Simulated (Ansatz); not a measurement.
# TaInS3 (model cell, started as cubic perovskite with Ta in the octahedra): a soft mode frozen in, part 2 of 3

Which phase does TaInS3 (model cell, started as cubic perovskite with Ta in the octahedra) fall into along its unstable mode, and how much energy does it gain?

Ansatz 0.2.0; DFT PBE, scalar-relativistic, plane waves, PAW; PAW set soft_1.

So far, highest frequency on the path or at a solved wavevector (cm⁻¹): step 2 (phonons on a q mesh) 477. Also lowest frequency on the path (cm⁻¹): step 2 -101.

The structure was built from a prototype and need not be the compound's stable phase.

### Step 5. Energy along the mode, all amplitudes (two of the runs are shown above)

An imaginary frequency means negative curvature, so the energy should fall and then rise again as anharmonic terms take over.

This step gave:

* depth at the lowest point sampled: 28.48 meV/atom
* largest atomic shift at that point: 0.6 Å

The energy from the parent by largest atomic shift:

```
largest atomic shift (Å)  energy from the parent (meV/atom)
                   0.000                                  0
                   0.040                             -0.352
                   0.080                              -1.40
                   0.140                              -4.21
                   0.220                              -9.73
                   0.320                              -18.1
                   0.450                              -27.3
                   0.600                              -28.5
```

Displacement at unit largest shift by atom:

```
atom  x (Å)  y (Å)  z (Å)  size
 In1   0.00   0.00   0.00  0.00
 In2   0.00   0.00   0.00  0.00
 Ta3   0.00   0.00   0.00  0.00
 Ta4   0.00   0.00   0.00  0.00
  S5   1.00   0.00   0.00  1.00
  S6  -1.00   0.00   0.00  1.00
  S7   0.00   0.00   0.00  0.00
  S8   0.00   0.00   0.00  0.00
  S9   0.00   0.00  -1.00  1.00
 S10   0.00   0.00   1.00  1.00
```

The lowest of the steps tried is the last one, at 0.6 Å, 28.5 meV/atom below the parent; the bottom of the well need not coincide with a step.

### Step 6. Relaxing from the distorted cell

Starting from the lowest point found, all atoms and the cell are let go, so that strain and other modes of the same symmetry can join in.

input.yaml

```yaml
crystal:
  lattice:
    - [4.8575955774, 4.8575955774, 0.0]
    - [4.8575955774, 0.0, 4.8575955774]
    - [4.8575955774, 0.0, -4.8575955774]
  atoms:
    - { symbol: In, position: [0.0, 0.0, 1.0] }
    - { symbol: In, position: [0.0, 0.5, 0.5] }
    - { symbol: Ta, position: [0.5, 0.25, 0.75] }
    - { symbol: Ta, position: [0.5, 0.75, 0.25] }
    - { symbol: S, position: [0.5, 0.0617589495, 1.0617589495] }
    - { symbol: S, position: [0.5, 0.4382410505, 0.4382410505] }
    - { symbol: S, position: [0.0, 0.0, 0.5] }
    - { symbol: S, position: [0.0, 0.5, 0.0] }
    - { symbol: S, position: [0.5, -0.0617589495, 0.5617589495] }
    - { symbol: S, position: [0.5, 0.5617589495, -0.0617589495] }
kpoints:
  mp_grid: { grid: [8, 8, 8] }
hamiltonian:
  xc: pbe
  pseudopotentials: { kind: paw, azcp: { folder: soft_1 } }
scf:
  occupations: { method: methfessel_paxton, width: 0.2 }
output:
  forces: true
  stress: true
  eigenvalues: true
relax:
  adjacent_minimum: "off"
  f_tol: 0.002
  max_steps: 120
  cell: { stress_tol: 0.03 }
```

Command:

```bash
> ansatz run input.yaml --threads 4 --pin off --max-ram 16384MiB --backend cpu --events-out ev --progress --plain --runs-dir out
```

Numbers of over 12 decimals in the logs are rounded to 6 here.

The log of the run:

```text
[...]
Crystal: 10 atoms, lattice volume = 229.242 Å³
Basis set: ecut = 420 eV, 4477 PW (Γ), exchange–correlation on 96×96×96 points (8 copies of the dense FFT grid, shifted against one another)
Bands: 54, of which v1, the nominal top of the filled ones, is band 44 counted from 1 (43 counted from 0)
Symmetry: 16 space group operations
[...]
k-points: 59 of 512
[...]
SCF iter   1: F=—  HF=-36481.047459 eV  |F-HF|=—  |Δ(HF+E_count)|=         —  Δρ=2.52e-2  dr2=1.31e0  ethr=3.10e-3  ⟨swp⟩=6.2  Hψ=12588  notcnv=0
[...]
SCF iter   9: F=-36480.741481 eV  HF=-36480.741481 eV  |F-HF|=6.24e-9  |Δ(HF+E_count)|=   1.96e-8  S|Δr|=    0.00e0  Δρ=2.87e-6  dr2=2.25e-8  ethr=1.14e-10  ⟨swp⟩=10.9  Hψ=16678  notcnv=0
SCF 1 converged in 9 iterations: F = -36480.741481 eV  dr2 = 2.25e-8
[...]
relax step   1: F+E_penalty+E_count = -36480.74148059 eV  Δ(F+E_penalty+E_count) = +0.000e0 eV  max|allowed force component| = 1.065e-1 eV/Å  Δτ_max = 0.0000 Å  P = -3.230 GPa  Ω = 229.242 Å³  (9 SCF iters, dr2 threshold 1.00e-7 eV, accepted)
Crystal: 10 atoms, lattice volume = 215.588 Å³
Basis set: ecut = 420 eV, 4249 PW (Γ), exchange–correlation on 96×96×96 points (8 copies of the dense FFT grid, shifted against one another)
[...]
SCF iter   6: F=-36480.888901 eV  HF=-36480.888901 eV  |F-HF|=1.53e-7  |Δ(HF+E_count)|=   4.57e-6  S|Δr|=    0.00e0  Δρ=1.54e-5  dr2=7.68e-7  ethr=1.14e-9  ⟨swp⟩=9.4  Hψ=15888  notcnv=0
SCF 2 converged in 6 iterations: F = -36480.888901 eV  dr2 = 7.68e-7
[...]
relax step   2: F+E_penalty+E_count = -36480.88890129 eV  Δ(F+E_penalty+E_count) = -1.474e-1 eV  max|allowed force component| = 1.251e-1 eV/Å  Δτ_max = 0.0140 Å  P = +1.529 GPa  Ω = 215.588 Å³  energy of the carried Pulay correction = +1.832e-3 eV  (6 SCF iters, dr2 threshold 1.00e-6 eV, accepted)
Crystal: 10 atoms, lattice volume = 217.839 Å³
Basis set: ecut = 420 eV, 4281 PW (Γ), exchange–correlation on 96×96×96 points (8 copies of the dense FFT grid, shifted against one another)
[...]
SCF iter   5: F=-36480.921001 eV  HF=-36480.921001 eV  |F-HF|=5.46e-8  |Δ(HF+E_count)|=   1.10e-6  S|Δr|=    0.00e0  Δρ=1.47e-5  dr2=9.07e-7  ethr=1.14e-9  ⟨swp⟩=8.4  Hψ=15314  notcnv=0
SCF 3 converged in 5 iterations: F = -36480.921001 eV  dr2 = 9.07e-7
relax step   3: F+E_penalty+E_count = -36480.92100115 eV  Δ(F+E_penalty+E_count) = -3.210e-2 eV  max|allowed force component| = 3.057e-2 eV/Å  Δτ_max = 0.0339 Å  P = +0.187 GPa  Ω = 217.839 Å³  energy of the carried Pulay correction = +1.522e-3 eV  (5 SCF iters, dr2 threshold 1.00e-6 eV, accepted)
[...]
relax step   4: F+E_penalty+E_count = -36480.92733935 eV  Δ(F+E_penalty+E_count) = -6.338e-3 eV  max|allowed force component| = 2.417e-2 eV/Å  Δτ_max = 0.0156 Å  P = -0.034 GPa  Ω = 217.934 Å³  energy of the carried Pulay correction = +1.509e-3 eV  (5 SCF iters, dr2 threshold 1.00e-6 eV, accepted)
[...]
relax step   5: F+E_penalty+E_count = -36480.92800292 eV  Δ(F+E_penalty+E_count) = -6.636e-4 eV  max|allowed force component| = 2.037e-3 eV/Å  Δτ_max = 0.0116 Å  P = -0.014 GPa  Ω = 217.564 Å³  energy of the carried Pulay correction = +1.560e-3 eV  (5 SCF iters, dr2 threshold 3.65e-8 eV, accepted)
[...]
relax step   6: F+E_penalty+E_count = -36480.92801948 eV  Δ(F+E_penalty+E_count) = -1.656e-5 eV  max|allowed force component| = 1.210e-4 eV/Å  Δτ_max = 0.0011 Å  P = -0.000 GPa  Ω = 217.498 Å³  energy of the carried Pulay correction = +1.569e-3 eV  (6 SCF iters, dr2 threshold 2.59e-10 eV, accepted)
Basis set: ecut = 420 eV, 4249 PW (Γ), exchange–correlation on 96×90×90 points (8 copies of the dense FFT grid, shifted against one another)
[...]
SCF iter   6: F=-36480.926581 eV  HF=-36480.926581 eV  |F-HF|=7.28e-12  |Δ(HF+E_count)|=    0.00e0  S|Δr|=    0.00e0  Δρ=3.93e-8  dr2=4.89e-12  ethr=1.00e-12  ⟨swp⟩=6.2  Hψ=12488  notcnv=0
SCF 7 converged in 6 iterations: F = -36480.926581 eV  dr2 = 4.89e-12
relax step   7: F+E_penalty+E_count = -36480.92658096 eV  Δ(F+E_penalty+E_count) = +1.439e-3 eV  max|allowed force component| = 1.639e-4 eV/Å  Δτ_max = 0.0000 Å  P = -0.001 GPa  Ω = 217.498 Å³  stress off target by 2.30e-3 GPa  SCF on the basis re-selected at this cell (its energy is not comparable with the rows above)  (6 SCF iters)
basis re-selected at this cell: Δ(F+E_penalty+E_count) = +1.439e-3 eV, ΔP = -0.001 GPa vs the last step (what re-selecting the basis moved, of the pressure what is left beyond the Pulay correction that the steps carried, after the strain that the cell walked since its last selection, with what the two solves' SCF thresholds leave and, on support functions, any second-order correction that the steps lacked; it is no measure of the basis error at this ecutwfc). The dense FFT grid was sized anew with the basis: this SCF ran on 48×45×45 points, the steps before it on 48×48×48, so part of this shift can come from that change (see relax.cell in the input reference). [rest of the remark cut]
SCF converged after 6 iterations
[...]
Free energy (F): -36480.926581 eV
[...]
Internal energy: -36480.925452 eV  (E = F + TS)
E sigma→0 (E₀):  -36480.926299 eV
Entropy (-TS):   -0.001129 eV (-0.113 meV/atom)
Fermi energy:    8.659452 eV
[...]
--- Forces (eV/Å), atoms counted from 1 ---
  atom   1  In     0.00000000     0.00000000     0.00000000
  atom   2  In     0.00000000     0.00000000     0.00000000
  atom   3  Ta     0.00000000    -0.00000000     0.00000000
  atom   4  Ta     0.00000000     0.00000000    -0.00000000
  atom   5  S      0.00016394     0.00000000     0.00000000
  atom   6  S     -0.00016394    -0.00000000     0.00000000
  atom   7  S      0.00000000     0.00000000     0.00000000
  atom   8  S      0.00000000     0.00000000    -0.00000000
  atom   9  S      0.00000000    -0.00000000    -0.00016394
  atom  10  S      0.00000000     0.00000000     0.00016394
  max |Σ_I F_I| component: 1.39e-17 eV/Å
--- Stress (GPa, compression-positive) ---
       -0.002297       0.000000       0.000000
        0.000000       0.001030       0.000000
        0.000000       0.000000      -0.002297
  P = ⅓ Tr σ = -0.0012 GPa (-0.012 kbar)
--- Band table (eV; the first three rows and the last of 59) ---
  k-point 0: bands = [... 40 lower, 7.6236, 7.8165, 7.8165, 8.3699, 8.4133, 8.7040, 8.7040, 9.4548, ... 6 higher]
  k-point 1: bands = [... 40 lower, 7.6610, 7.6915, 8.0314, 8.2878, 8.7179, 8.7709, 8.8978, 9.6797, ... 6 higher]
  k-point 2: bands = [... 40 lower, 7.6984, 7.7228, 8.0325, 8.0587, 9.1571, 9.2244, 9.2851, 10.0609, ... 6 higher]
  k-point 58: bands = [... 40 lower, 7.0585, 7.8132, 7.8132, 8.3820, 9.1530, 9.7044, 10.2605, 10.2605, ... 6 higher]
--- Relaxed structure (6 steps of the walk, 6 accepted, 1 SCFs on fresh bases) ---
  F+E_penalty+E_count = -36480.92658096 eV   max|allowed force component| = 1.639e-4 eV/Å   (the final SCF, on the basis selected at the relaxed cell)
  cell:  # Å, volume = 217.4977 Å³
    - [4.696382, 4.930578, 0]
    - [4.696382, 0, 4.696382]
    - [4.696382, 0, -4.696382]
  atoms:
    - { symbol: In, position: [0, 0.0, 1.0] }
    - { symbol: In, position: [0, 0.5, 0.5] }
    - { symbol: Ta, position: [0.5, 0.25, 0.75] }
    - { symbol: Ta, position: [0.5, 0.750000, 0.250000] }
    - { symbol: S, position: [0.5, 0.069598, 1.069598] }
    - { symbol: S, position: [0.5, 0.430402, 0.430402] }
    - { symbol: S, position: [0, 0.0, 0.5] }
    - { symbol: S, position: [0, 0.5, 0.0] }
    - { symbol: S, position: [0.5, -0.069598, 0.569598] }
    - { symbol: S, position: [0.5, 0.569598, -0.069598] }
```

The job ended after 78 s (4 threads of Arm Neoverse V1, shared host; peak memory 0.98 GiB).

Relaxation path:

```
step  energy less that of the first step (eV)  largest force component (eV/Å)  pressure (GPa)  volume (Å³)
   1                                   0.0000                          0.1065           -3.23       229.24
   2                                  -0.1474                          0.1251            1.53       215.59
   3                                  -0.1795                          0.0306            0.19       217.84
   4                                  -0.1859                          0.0242           -0.03       217.93
   5                                  -0.1865                          0.0020           -0.01       217.56
   6                                  -0.1865                          0.0001            0.00       217.50
  7*                                  -0.1851                          0.0002            0.00       217.50
```

Relaxation steps marked * repeat the geometry before them on a plane-wave basis chosen anew for their cell, so energy and pressure can jump there.

Forces are held to the 16 operations that the run works with; a distortion that breaks them can't arise in this run.

```
conventional cell, symmetrised  before  after  change
                         a (Å)   6.870  6.642  -3.3 %
                         b (Å)   6.870  6.642  -3.3 %
                         c (Å)   9.715  9.861  +1.5 %
              volume (Å³/atom)   22.92  21.75  -5.1 %
```

The atoms that moved most (Å, as changes of fractional coordinates times the final cell):

```
atom      dx     dy      dz  length
  S5   0.074  0.000   0.000   0.074
  S6  -0.074  0.000   0.000   0.074
 S10   0.000  0.000   0.074   0.074
  S9   0.000  0.000  -0.074   0.074
```

This step gave:

```yaml
pressure: -0.001188 GPa
volume_per_atom: 21.75 Å³
```

The distorted start has space group I4/mcm; the relaxation ends in I4/mcm.

### Step 7. The new phase in its own primitive cell

The relaxed structure is symmetrised, reduced to its primitive cell and relaxed tightly, as its phonons need.

input.yaml, the sections that differ from step 6:

```yaml
crystal:
  lattice:
    - [-3.3208438393, 3.3208438393, 4.9305780863]
    - [3.3208438393, -3.3208438393, 4.9305780863]
    - [3.3208438393, 3.3208438393, -4.9305780863]
  atoms:
    - { symbol: In, position: [0.75, 0.25, 0.5] }
    - { symbol: In, position: [0.25, 0.75, 0.5] }
    - { symbol: Ta, position: [0.0, 0.0, 0.0] }
    - { symbol: Ta, position: [0.5, 0.5, 0.0] }
    - { symbol: S, position: [0.6804023289, 0.1804023289, 0.8608046578] }
    - { symbol: S, position: [0.3195976711, 0.8195976711, 0.1391953422] }
    - { symbol: S, position: [0.25, 0.25, 0.0] }
    - { symbol: S, position: [0.75, 0.75, 0.0] }
    - { symbol: S, position: [0.1804023289, 0.3195976711, 0.5] }
    - { symbol: S, position: [0.8195976711, 0.6804023289, 0.5] }
relax:
  adjacent_minimum: "off"
  f_tol: 0.001
  max_steps: 60
  cell: { stress_tol: 0.01 }
# kpoints, hamiltonian, scf, output: as in step 6
```

The log of the run:

```text
[...]
Crystal: 10 atoms, lattice volume = 217.498 Å³
Basis set: ecut = 420 eV, 4249 PW (Γ), exchange–correlation on 96×96×96 points (8 copies of the dense FFT grid, shifted against one another)
Bands: 54, of which v1, the nominal top of the filled ones, is band 44 counted from 1 (43 counted from 0)
Symmetry: 16 space group operations
[...]
k-points: 59 of 512
[...]
- { symbol: In, position: [0.25, 0.75, 0.500000] }
    - { symbol: Ta, position: [0.0, 0.0, 0.0] }
    - { symbol: Ta, position: [0.5, 0.5, 0.0] }
    - { symbol: S, position: [0.680402, 0.180402, 0.860805] }
    - { symbol: S, position: [0.3195976711, 0.819598, 0.139195] }
    - { symbol: S, position: [0.25, 0.25, 0.0] }
    - { symbol: S, position: [0.750000, 0.750000, 0.0] }
    - { symbol: S, position: [0.180402, 0.319598, 0.500000] }
    - { symbol: S, position: [0.819598, 0.680402, 0.500000] }
[key lines of the parts left out:]
SCF converged after 8 iterations
Free energy (F): -36480.926581 eV
Fermi energy:    8.659451 eV
P = ⅓ Tr σ = -0.0012 GPa (-0.012 kbar)
```

Elapsed: 25 s, on 4 threads; peak memory 0.95 GiB.

Little changed from the start: no atom moved by 0.005 Å and no cell edge by 0.1 %.

Numbers from this step:

```yaml
pressure: -0.001187 GPa
```

The largest force component left is 0.12 meV/Å and the pressure is -0.001 GPa, within the tolerances set. The cell now holds 21.75 Å³/atom.

[end of part 2 of 3]

[Logs are printed without paths, hosts, clocks, repeated set-up lines and the standing remarks that a program may print on its own settings, such as how far it seeks lower states.]

[Hosts, paths, dates, database ids (printed as entryN), source tags and the programs' standing remarks are cut or masked in the printed files.]
